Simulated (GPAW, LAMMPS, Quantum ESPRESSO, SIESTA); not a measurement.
# SIESTA runs on regrown after partial melting: C with 5 % Si on C sites, (111) (192 atoms), part 2 of 2

Aim: run regrown after partial melting: C with 5 % Si on C sites, (111) (192 atoms) in SIESTA and see how near its forces come to a plane-wave reference, and at what cost.

Program: SIESTA 5.4.2; the method stands at each step. Banners, paths, timers and routine set-up lines are dropped from the logs unmarked, and long logs keep their key lines alone; longer cuts are marked. The potentials were converted by us to PSML.

So far. Step 3 (PBE, DZP, shift 0.04 Ry, mesh 300 Ry): Against the first run (9.6 %), the force difference from the reference is 5.7 %, at 0.47 times the CPU time: tighter orbitals come nearer here, likely by a cancellation of errors. Step 4 (PBE, TZP, shift 0.01 Ry, mesh 300 Ry): Against the first run (9.6 %), the force difference from the reference is 8.2 %, at 1.8 times the CPU time, with 3264 basis functions against 2496: the larger basis brings the forces nearer.

### 5. BLYP, PBE potentials, DZP, shift 0.01 Ry, mesh 300 Ry

Method: Kohn-Sham DFT, BLYP, PseudoDojo 0.4.1 norm-conserving pseudopotentials (converted to PSML), numerical atomic orbitals (DZP), diagonalisation.

Input file input.fdf:

```
SystemLabel cell
NumberOfAtoms 192
NumberOfSpecies 2
%block ChemicalSpeciesLabel
  1 6 C
  2 14 Si
%endblock ChemicalSpeciesLabel
LatticeConstant 1.0 Ang
%block LatticeVectors
  10.08617 0.00000 0.00000
  0.00000 8.73488 0.00000
  0.00000 0.00000 12.77719
%endblock LatticeVectors
PAO.BasisSize DZP
PAO.EnergyShift 0.01 Ry
XC.Functional GGA
XC.Authors BLYP
MeshCutoff 300 Ry
%block kgrid_Monkhorst_Pack
  1 0 0 0.0
  0 1 0 0.0
  0 0 1 0.0
%endblock kgrid_Monkhorst_Pack
SolutionMethod diagon
OccupationFunction FD
ElectronicTemperature 580 K
SCF.Mixer.Method Pulay
SCF.Mixer.Weight 0.05
SCF.Mixer.History 8
SCF.Mix Hamiltonian
MaxSCFIterations 300
SCF.DM.Tolerance 1e-04
SCF.H.Tolerance 1.0e-3 eV
WriteForces T
Write.HirshfeldPop T
Write.VoronoiPop T
Write.DM F
Write.H F
XML.Write F
AtomicCoordinatesFormat Fractional
%block AtomicCoordinatesAndAtomicSpecies
[... 192 atom lines left out: the same atoms as in the first run ...]
%endblock AtomicCoordinatesAndAtomicSpecies
```

Command:

```console
> OMP_NUM_THREADS=1 mpirun -np 4 siesta < input.fdf > output.txt
```

Log:

```text
Version         : 5.4.2
reinit: System Name:
reinit: System Label: cell
initatom: Reading input for the pseudopotentials and atomic orbitals ----------
Species number:   1 Atomic number:    6 Label: C
Species number:   2 Atomic number:   14 Label: Si
Ground state valence configuration (from tables):   2s02  2p02  3d00  4f00
Ground state valence configuration (from tables):   3s02  3p02  3d00  4f00
---- Processing specs for species: C
GGA--PBE XC_GGA_X_PBE--XC_GGA_C_PBE pb
---- Processing specs for species: Si
GGA--PBE XC_GGA_X_PBE--XC_GGA_C_PBE pb
C pseudopotential only contains V_ls up to l=1 -- lmxkb reset.
Si pseudopotential only contains V_ls up to l=2 -- lmxkb reset.
Using PAO.SplitTailNorm
%block ChemicalSpeciesLabel
[... lines left out ...]
Total number of electrons:   768.000000
[... lines left out ...]
stepf: Fermi-Dirac step function
        iscf     Eharris(eV)        E_KS(eV)     FreeEng(eV)     dDmax    Ef(eV) dHmax(eV)
[... lines left out ...]
SCF Convergence by DM+H criterion
[... lines left out ...]
SCF cycle converged after 23 iterations
[... lines left out ...]
   Max    5.369536
[... lines left out ...]
   Max    5.369536    constrained
Stress tensor Voigt[x,y,z,yz,xz,xy] (kbar):     -639.96     -558.11     -269.39      -30.17      -30.34       25.38
[... lines left out ...]
siesta: DUscf   =        79.238215
siesta: Ex      =    -10282.649877
siesta: Ec      =      -819.796805
siesta: Exc     =    -11102.446682
siesta: Eharris =    -30677.949568
siesta: Etot    =    -30677.949574
siesta: FreeEng =    -30678.073887
siesta: Final energy (eV):
siesta:  Band Struct. =  -10534.766162
siesta:       Kinetic =   21694.722356
siesta:       Hartree =    3129.104224
siesta:         Exch. =  -10282.649877
siesta:         Corr. =    -819.796805
siesta:   Exch.-corr. =  -11102.446682
siesta:  Ion-electron =  -26415.495310
siesta:       Ion-ion =  -17983.834162
siesta:         Total =  -30677.949574
siesta:         Fermi =      -3.965419
siesta: Stress tensor (static) (eV/Ang**3):
siesta:    -0.399434    0.015842   -0.018936
siesta:     0.015842   -0.348345   -0.018831
siesta:    -0.018936   -0.018831   -0.168141
siesta: Cell volume =       1125.689408 Ang**3
siesta: Pressure (static):
siesta:                Solid            Molecule  Units
siesta:           0.00332521          0.00337806  Ry/Bohr**3
siesta:           0.30530640          0.31015892  eV/Ang**3
siesta:         489.15478220        496.92936963  kBar
    Orbital volume contribution        =          77.457018 eV
    (Free)E + p_basis*V_orbitals       =      -30600.616870 eV
    (Free)Eharris+ p_basis*V_orbitals  =      -30600.616863 eV
Hirshfeld Atomic Populations:
Atom #   charge [q] valence [e]  Species
     1     0.009599    3.990401  C
     2     0.013935    3.986065  C
     3     0.014269    3.985731  C
[...]
45     0.244845    3.755155  Si
[...]
52     0.236330    3.763670  Si
[...]
102     0.244430    3.755570  Si
[...]
--------------------
 Total     0.000021
Voronoi Atomic Populations:
Atom #   charge [q] valence [e]  Species
[...]
171     0.268464    3.731536  Si
[...]
190     0.014779    3.985221  C
   191     0.266249    3.733751  Si
   192    -0.102439    4.102439  C
--------------------
 Total     0.000021
```

The job ended after 5.4 min (4 MPI ranks of Arm Neoverse V2, shared host; peak memory 3.4 GiB).

Compared with the plane-wave run:

| Item | Value |
| --- | --- |
| r.m.s. force component | 1.454 eV/Å |
| r.m.s. difference of force components | 160.2 meV/Å |
| longest difference of force vectors | 915.1 meV/Å |
| force difference over r.m.s. force | 11.59 % |
| slope of forces against the reference's | 1.046 |
| correlation of force components | 0.9949 |
| pressure | 48.92 GPa |
| pressure difference | 21.26 GPa |

Against the first run (9.6 %), the force difference from the reference is 12 %, at 1.1 times the CPU time; the model has changed, so this is no error of the program alone.

### 6. PBE, SZP, shift 0.01 Ry, mesh 300 Ry

Method: Kohn-Sham DFT, PBE, PseudoDojo 0.4.1 norm-conserving pseudopotentials (converted to PSML), numerical atomic orbitals (SZP), diagonalisation.

input.fdf, as its differences from that of step 5:

```diff
@@ -13,6 +13,6 @@
 %endblock LatticeVectors
-PAO.BasisSize DZP
+PAO.BasisSize SZP
 PAO.EnergyShift 0.01 Ry
 XC.Functional GGA
-XC.Authors BLYP
+XC.Authors PBE
 MeshCutoff 300 Ry
```

Log:

```text
Version         : 5.4.2
reinit: System Name:
reinit: System Label: cell
initatom: Reading input for the pseudopotentials and atomic orbitals ----------
Species number:   1 Atomic number:    6 Label: C
Species number:   2 Atomic number:   14 Label: Si
Ground state valence configuration (from tables):   2s02  2p02  3d00  4f00
Ground state valence configuration (from tables):   3s02  3p02  3d00  4f00
---- Processing specs for species: C
GGA--PBE XC_GGA_X_PBE--XC_GGA_C_PBE pb
---- Processing specs for species: Si
GGA--PBE XC_GGA_X_PBE--XC_GGA_C_PBE pb
[... lines left out ...]
stepf: Fermi-Dirac step function
        iscf     Eharris(eV)        E_KS(eV)     FreeEng(eV)     dDmax    Ef(eV) dHmax(eV)
[... lines left out ...]
SCF Convergence by DM+H criterion
[... lines left out ...]
SCF cycle converged after 23 iterations
[... lines left out ...]
   Max    5.617254
[... lines left out ...]
   Max    5.617254    constrained
Stress tensor Voigt[x,y,z,yz,xz,xy] (kbar):     -596.27     -513.38     -217.30      -32.71      -32.38       26.91
[... lines left out ...]
siesta: FreeEng =    -30750.317934
[... lines left out ...]
siesta:         Total =  -30750.193908
siesta:         Fermi =      -4.586895
siesta: Stress tensor (static) (eV/Ang**3):
siesta:    -0.372164    0.016795   -0.020213
siesta:     0.016795   -0.320428   -0.020416
siesta:    -0.020212   -0.020416   -0.135626
siesta: Cell volume =       1125.689408 Ang**3
siesta: Pressure (static):
siesta:                Solid            Molecule  Units
siesta:           0.00300681          0.00303385  Ry/Bohr**3
siesta:           0.27607260          0.27855505  eV/Ang**3
siesta:         442.31707442        446.29439233  kBar
    Orbital volume contribution        =          64.198508 eV
    (Free)E + p_basis*V_orbitals       =      -30686.119426 eV
    (Free)Eharris+ p_basis*V_orbitals  =      -30686.119416 eV
Hirshfeld Atomic Populations:
Atom #   charge [q] valence [e]  Species
     1     0.009521    3.990479  C
     2     0.014116    3.985884  C
     3     0.014266    3.985734  C
[...]
45     0.213999    3.786001  Si
[...]
52     0.204356    3.795644  Si
[...]
102     0.214578    3.785422  Si
[...]
--------------------
 Total    -0.000003
Voronoi Atomic Populations:
Atom #   charge [q] valence [e]  Species
[...]
171     0.316656    3.683344  Si
[...]
190     0.011139    3.988861  C
   191     0.308721    3.691279  Si
   192    -0.106729    4.106729  C
--------------------
 Total    -0.000004
```

Elapsed: 3.5 min, on 4 MPI ranks; peak memory 2.6 GiB.

Numbers from this run, and their distance from the reference:

```yaml
r_m_s_force_component: 1.606 eV/Å
r_m_s_difference_of_force_components: 367.1 meV/Å
longest_difference_of_force_vectors: 2215 meV/Å
force_difference_over_r_m_s_force: 26.55 %
slope_of_forces_against_the_reference_s: 1.139
correlation_of_force_components: 0.9809
pressure: 44.23 GPa
pressure_difference: 16.57 GPa
```

This is a coarse setting, run to see what it loses.

Against the first run (9.6 %), the force difference from the reference is 27 %, at 0.71 times the CPU time, with 1728 basis functions against 2496: the smaller basis costs accuracy.

### 7. Side by side

Differences are against the plane-wave reference, forces as r.m.s. over components; share is that over the reference's r.m.s. force, slope the least-squares factor from reference forces to these. Total energies of different programs have different zeros and aren't compared.

| run | Δ force, r.m.s. (meV/Å) | share (%) | slope | Δ pressure (GPa) | cores | CPU time | memory (GiB) |
| --- | --- | --- | --- | --- | --- | --- | --- |
| reference | - | - | - | - | 4 | 22 min | 4.9 |
| SIESTA PBE, DZP, shift 0.01 Ry, mesh 300 Ry | 132 | 9.56 | 1.053 | 6.97 | 4 | 19 min | 3.4 |
| SIESTA PBE, DZP, shift 0.04 Ry, mesh 300 Ry (coarse) | 79.1 | 5.72 | 1.034 | -1.60 | 4 | 9.1 min | 2.5 |
| SIESTA PBE, TZP, shift 0.01 Ry, mesh 300 Ry | 113 | 8.16 | 1.038 | 5.31 | 4 | 35 min | 4.5 |
| SIESTA BLYP, PBE potentials, DZP, shift 0.01 Ry, mesh 300 Ry | 160 | 11.6 | 1.046 | 21.3 | 4 | 21 min | 3.4 |
| SIESTA PBE, SZP, shift 0.01 Ry, mesh 300 Ry (coarse) | 367 | 26.6 | 1.139 | 16.6 | 4 | 14 min | 2.6 |

Rows marked coarse were listed beforehand as settings not expected to be converged; some can still land near the reference.

CPU time is summed over cores on a shared host, where runs went side by side, so it is rough. Symmetry, cutoffs, thresholds, outputs and thread counts weren't matched or tuned between programs; memory under MPI is the largest rank's times the ranks.

Mean charges by element (e), by run and scheme:

| run | scheme | C | Si |
| --- | --- | --- | --- |
| SIESTA PBE, DZP, shift 0.01 Ry, mesh 300 Ry | Hirshfeld | -0.01 | +0.19 |
| SIESTA PBE, TZP, shift 0.01 Ry, mesh 300 Ry | Hirshfeld | -0.01 | +0.19 |
| SIESTA BLYP, PBE potentials, DZP, shift 0.01 Ry, mesh 300 Ry | Hirshfeld | -0.01 | +0.22 |

### 8. Summary of results

- nearest in forces: SIESTA PBE, DZP, shift 0.04 Ry, mesh 300 Ry (coarse), 5.7 %
- its CPU time: 9.1 min

In words: The PBE runs in local orbitals, coarse settings apart, differ by 8.2 % (SIESTA PBE, TZP, shift 0.01 Ry, mesh 300 Ry) to 9.6 % (SIESTA PBE, DZP, shift 0.01 Ry, mesh 300 Ry); basis, grid and potentials can all enter. Rows with another functional or a dispersion term differ by 12 % (SIESTA BLYP, PBE potentials, DZP, shift 0.01 Ry, mesh 300 Ry), which mixes the change of model with differences of basis and potentials, some of them made for another functional. Runs with settings chosen to be coarse differ by 5.7 % (SIESTA PBE, DZP, shift 0.04 Ry, mesh 300 Ry) to 27 % (SIESTA PBE, SZP, shift 0.01 Ry, mesh 300 Ry), their programs' other errors included. One electronic-structure run takes under half the reference's CPU time: SIESTA PBE, DZP, shift 0.04 Ry, mesh 300 Ry, at 5.7 % in 9.1 min against 22 min; its pressure misses by -1.6 GPa. SIESTA PBE, SZP, shift 0.01 Ry, mesh 300 Ry stiffens the forces by a factor of 1.14 while following their directions (correlation 0.981); the slopes of the 5 SIESTA runs lie between 1.03 and 1.14. In pressure, SIESTA PBE, SZP, shift 0.01 Ry, mesh 300 Ry misses by +16.6 GPa, at the same functional. The mean charges agree among these rows within 0.03 e. The reference's pressure holds the uncorrected Pulay stress of its 45 Ry basis, so small pressure differences, and their order, may be the reference's own error. The network of bonds at the start is that of the classical potential that made the cell, and needn't be the one that DFT or experiment would give. The reference's stress is far from hydrostatic: its diagonal is 42.6, 33.9, 6.5 GPa, compression counted positive. The electronic-structure runs sample only Γ, in a cell whose shortest periodic width is 9 Å, which is coarse for a cell with partly filled levels.

[Also dropped from logs without a mark: logging warnings of Python, and SIESTA's first energy breakdown and zero terms.]

[Logs are printed without paths, hosts, clocks, repeated set-up lines and the standing remarks that a program may print on its own settings, such as how far it seeks lower states.]

[Hosts, paths, dates, database ids (printed as entryN), source tags and the programs' standing remarks are cut or masked in the printed files.]
